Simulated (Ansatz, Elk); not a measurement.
# Bonding as seen by X-rays: CdHF

The structure of CdHF used here is made up (a known structure type with other elements) and was relaxed beforehand with r2SCAN. The aim is the Fourier transform of its all-electron density, F(hkl), set beside the sum over free spherical atoms that refinements use.

Program: Elk 11.2.3 (patched build). Level of theory: DFT, PBE, all-electron APW+lo, Dirac cores, scalar-relativistic bands, static density, no spin. Results are calculated unless marked as measured.

This account leaves out most program logs.

The structure was built from a prototype and need not be the compound's stable phase.

**1. The starting structure**

The structure is tetragonal, space group P4/nmm (No. 129). The conventional cell has a = 3.516 Å, b = 3.516 Å, c = 5.390 Å, α = 90.00°, β = 90.00°, γ = 90.00°. Cd has 4 H at 2.10 Å and 5 F at 2.17 to 2.65 Å nearest. Nearest to F lie 5 Cd at 2.17 to 2.65 Å. H has 4 Cd at 2.10 Å nearest. Farther neighbours and most contacts between anions are not listed.

**2. Ground state and structure factors**

An all-electron density is needed, since X-rays see the cores too. Task 0 finds the density and task 195 Fourier-transforms it; tshift is off so that phases refer to the origin typed.

The input, elk.in:

```
tasks
  0
  195

xctype
  20

spinpol
  .false.

rgkmax
  7.0

gmaxvr
  14.0

lmaxo
  7

lmaxapw
  8

swidth
  0.002

tshift
  .false.

ramdisk
  .false.

hmaxvr
  5.5

maxscl
  120

epspot
  1e-06

sppath
  './'

avec
  6.64340763353 0.00000000000 0.00000000000
  0.00000000000 6.64340763353 0.00000000000
  0.00000000000 0.00000000000 10.18625525817

atoms
  3
  'Cd.in'
  2
  0.5000000000 0.0000000000 0.7851620533   0.000000 0.000000 0.000000
  0.0000000000 0.5000000000 0.2148379467   0.000000 0.000000 0.000000
  'F.in'
  2
  0.5000000000 -0.0000000000 0.3825651881   0.000000 0.000000 0.000000
  0.0000000000 0.5000000000 0.6174348119   0.000000 0.000000 0.000000
  'H.in'
  2
  0.5000000000 0.5000000000 0.0000000000   0.000000 0.000000 0.000000
  -0.0000000000 -0.0000000000 0.0000000000   0.000000 0.000000 0.000000

ngridk
  6 6 4
```

On the command line:

```sh
> OMP_NUM_THREADS=4 elk
```

Wall time 42 s (4 threads of INTEL XEON PLATINUM 8581C at 2.10GHz (Emerald Rapids), shared host); peak memory 0.18 GiB.

SFACRHO.OUT:

```text

h k l indices transformed by vhmat matrix:
   1.000000000       0.000000000       0.000000000    
   0.000000000       1.000000000       0.000000000    
   0.000000000       0.000000000       1.000000000    

      h      k      l  multipl.   |H|            Re(F)            Im(F)           |F|

      0      0      0      1   0.0000000       116.00000      0.15446412E-16   116.00000    
      0      0      1      2  0.61682975       9.0176838     -0.12516449E-13   9.0176838    
      1      0      0      4  0.94577748     -0.80424908E-15  0.27519298E-13  0.27531048E-13
      0     -1      1      4   1.1291475     -0.93341636E-14  -69.280672       69.280672    
      1      0      1      4   1.1291475      0.44453040E-13   69.280672       69.280672    
      0      0     -2      2   1.2336595      -69.018334     -0.50643994E-13   69.018334    
     -1     -1      0      4   1.3375313      -90.053775     -0.50116382E-13   90.053775    
      1      1     -1      8   1.4729117      -5.7950708     -0.69979420E-15   5.7950708    
     -1      0      2      4   1.5544809      0.37287912E-14   44.060067       44.060067    
      0      1      2      4   1.5544809     -0.46012796E-13  -44.060067       44.060067    
     -1      1      2      8   1.8195895       62.479601     -0.53092384E-13   62.479601    
      0      0     -3      2   1.8504893      -35.106868     -0.39717990E-13   35.106868    
      2      0      0      4   1.8915550       79.597892     -0.45294801E-13   79.597892    
      0     -2      1      4   1.9895877       7.6999156     -0.71596274E-14   7.6999156    
      0     -2     -1      4   1.9895877       7.6999156      0.88672228E-14   7.6999156    
     -1      0     -3      4   2.0781736     -0.75258217E-13   59.284193       59.284193    
     -1      0      3      4   2.0781736     -0.42137778E-13  -59.284193       59.284193    
      2      1      0      8   2.1148227     -0.36556777E-16 -0.20914331E-13  0.20914363E-13
```

Elk indexes on the primitive cell of elk.in and gives |H| = 4π sin θ/λ in inverse bohr. Below, one row stands for each form hkl of the conventional cell (m members, Friedel mates merged), F is for one primitive cell and the density is static (no thermal factor). Free-atom factors are Waasmaier and Kirfel's, and R is Σm||F|−|F'||/Σm|F|.

| hkl | m | sin θ/λ (Å⁻¹) | abs F, DFT | neutral atoms | diff. | abs of complex diff. | ions | diff. |
| --- | --- | --- | --- | --- | --- | --- | --- | --- |
| 001 | 2 | 0.093 | 9.018 | 9.048 | -0.030 | 0.030 | 8.440 | +0.578 |
| 100 | 4 | 0.142 | 0.000 | 0.000 | +0.000 | 0.000 | 0.000 | +0.000 |
| 101 | 8 | 0.170 | 69.281 | 69.771 | -0.491 | 0.491 | 69.097 | +0.184 |
| 002 | 2 | 0.185 | 69.018 | 69.578 | -0.560 | 0.560 | 69.337 | -0.319 |
| 110 | 4 | 0.201 | 90.054 | 90.148 | -0.094 | 0.094 | 90.537 | -0.483 |
| 111 | 8 | 0.222 | 5.795 | 6.287 | -0.492 | 0.492 | 6.060 | -0.265 |
| 102 | 8 | 0.234 | 44.060 | 43.788 | +0.273 | 0.273 | 44.104 | -0.044 |
| 112 | 8 | 0.274 | 62.480 | 62.254 | +0.226 | 0.226 | 62.405 | +0.075 |
| 003 | 2 | 0.278 | 35.107 | 35.317 | -0.210 | 0.210 | 35.407 | -0.300 |
| 200 | 4 | 0.284 | 79.598 | 79.310 | +0.288 | 0.288 | 79.543 | +0.055 |
| 201 | 8 | 0.299 | 7.700 | 7.599 | +0.101 | 0.101 | 7.590 | +0.110 |
| 103 | 8 | 0.312 | 59.284 | 59.184 | +0.101 | 0.101 | 59.312 | -0.028 |
| 210 | 8 | 0.318 | 0.000 | 0.000 | +0.000 | 0.000 | 0.000 | +0.000 |
| 211 | 16 | 0.331 | 55.626 | 55.556 | +0.070 | 0.070 | 55.706 | -0.080 |

The ions are Cd2+, H− and F−, by formal charge.

**3. The highest occupied states alone**

An energy window below the Fermi level keeps the highest occupied states, to see at which angles they scatter; shallow core shells can lie inside it and anion s states outside. No new self-consistency is needed.

elk.in: that of step 2 with these lines changed.

```diff
@@ -1,3 +1,2 @@
 tasks
-  0
   195
@@ -40,2 +39,5 @@
 
+wsfac
+  -0.362980 0.488260
+
 sppath
```

On the command line:

```sh
> OMP_NUM_THREADS=4 elk
```

Elapsed: 5 s, on 4 threads; peak memory 0.16 GiB; 6.8 s of CPU time.

States within 15 eV below the Fermi level hold 36.00 electrons; any levels below the window count with the cores. Their amplitudes can exceed the total, where window and core parts have opposite phase:

```csv
hkl,sin θ/λ (Å⁻¹),"abs F, window","abs F, all"
001,0.093,0.761,9.018
100,0.142,0.000,0.000
101,0.170,7.804,69.281
002,0.185,9.176,69.018
110,0.201,17.128,90.054
111,0.222,3.668,5.795
102,0.234,10.204,44.060
112,0.274,6.877,62.480
003,0.278,0.426,35.107
200,0.284,12.196,79.598
```

**4. Another functional**

The difference from free atoms is small, so it is set against the change that LDA (Perdew-Wang) makes.

elk.in: that of step 3 with these lines changed.

```diff
@@ -1,2 +1,3 @@
 tasks
+  0
   195
@@ -4,3 +5,3 @@
 xctype
-  20
+  3
 
@@ -39,5 +40,2 @@
 
-wsfac
-  -0.362980 0.488260
-
 sppath
```

On the command line:

```sh
> OMP_NUM_THREADS=4 elk
```

The job ended after 28 s (4 threads; peak memory 0.16 GiB).

Against the first run R = 0.04 %; the largest change is -0.141 at 200.

**5. A coarser k-mesh**

About half the k-points along each axis test the sampling.

elk.in: that of step 4 with these lines changed.

```diff
@@ -5,3 +5,3 @@
 xctype
-  3
+  20
 
@@ -64,2 +64,2 @@
 ngridk
-  6 6 4
+  3 3 2
```

On the command line:

```sh
> OMP_NUM_THREADS=4 elk
```

Run time: 18 s. Hardware: 4 threads; peak memory 0.18 GiB; 41 s of CPU time.

Against the first run R = 0.01 %; the largest change is -0.021 at 001.

**6. Settings against the effect**

| run | R against the first run (%) | R against neutral atoms, low angle (%) | wall time |
| --- | --- | --- | --- |
| PBE, rgkmax 7 | 0.00 | 0.65 | 42 s |
| LDA (Perdew-Wang) | 0.04 | 0.53 | 28 s |
| k-mesh 3×3×2 | 0.01 | 0.64 | 18 s |

**7. Outcome**

| Item | Value |
| --- | --- |
| R against neutral atoms, sin θ/λ < 0.3 Å⁻¹ | 0.65 % |
| R against neutral atoms, 0.3 to 0.83 Å⁻¹ | 0.17 % |
| R against ions, below 0.3 Å⁻¹ | 0.41 % |

In words: Independent neutral atoms miss the calculated amplitudes by R = 0.65 % below 0.3 Å⁻¹ and 0.17 % from there to 0.83 Å⁻¹; by shells, 0.33 % below 0.15 Å⁻¹ (1 form), 0.65 % 0.15 to 0.3 (9 forms), 0.13 % 0.3 to 0.45 (15 forms), 0.18 % above 0.45 (91 forms). Bonding, aspherical density and the tables' own atoms all enter these figures, and the runs don't part them. The largest change of an amplitude is -0.56 electrons, at 002. Formal ions give R = 0.41 % at low angle, nearer than neutral atoms. The window's part falls from 36.0 electrons at the origin to at most 2.67 between 0.45 and 0.83 Å⁻¹, where compact states inside the window still scatter. Below 0.3 Å⁻¹ the changes that finished (LDA (Perdew-Wang) and k-mesh 3×3×2) move F by R = 0.13 % at most, against the 0.65 % that separates it from free atoms. The basis has no finished test. Part of the difference isn't bonding: the tables are fits to free atoms and ions calculated by other methods than this functional. Thermal motion, anomalous dispersion and extinction are left out.

[Logs are printed without paths, hosts, clocks, repeated set-up lines and the standing remarks that a program may print on its own settings, such as how far it seeks lower states.]

[Hosts, paths, dates, database ids (printed as entryN), source tags and the programs' standing remarks are cut or masked in the printed files.]
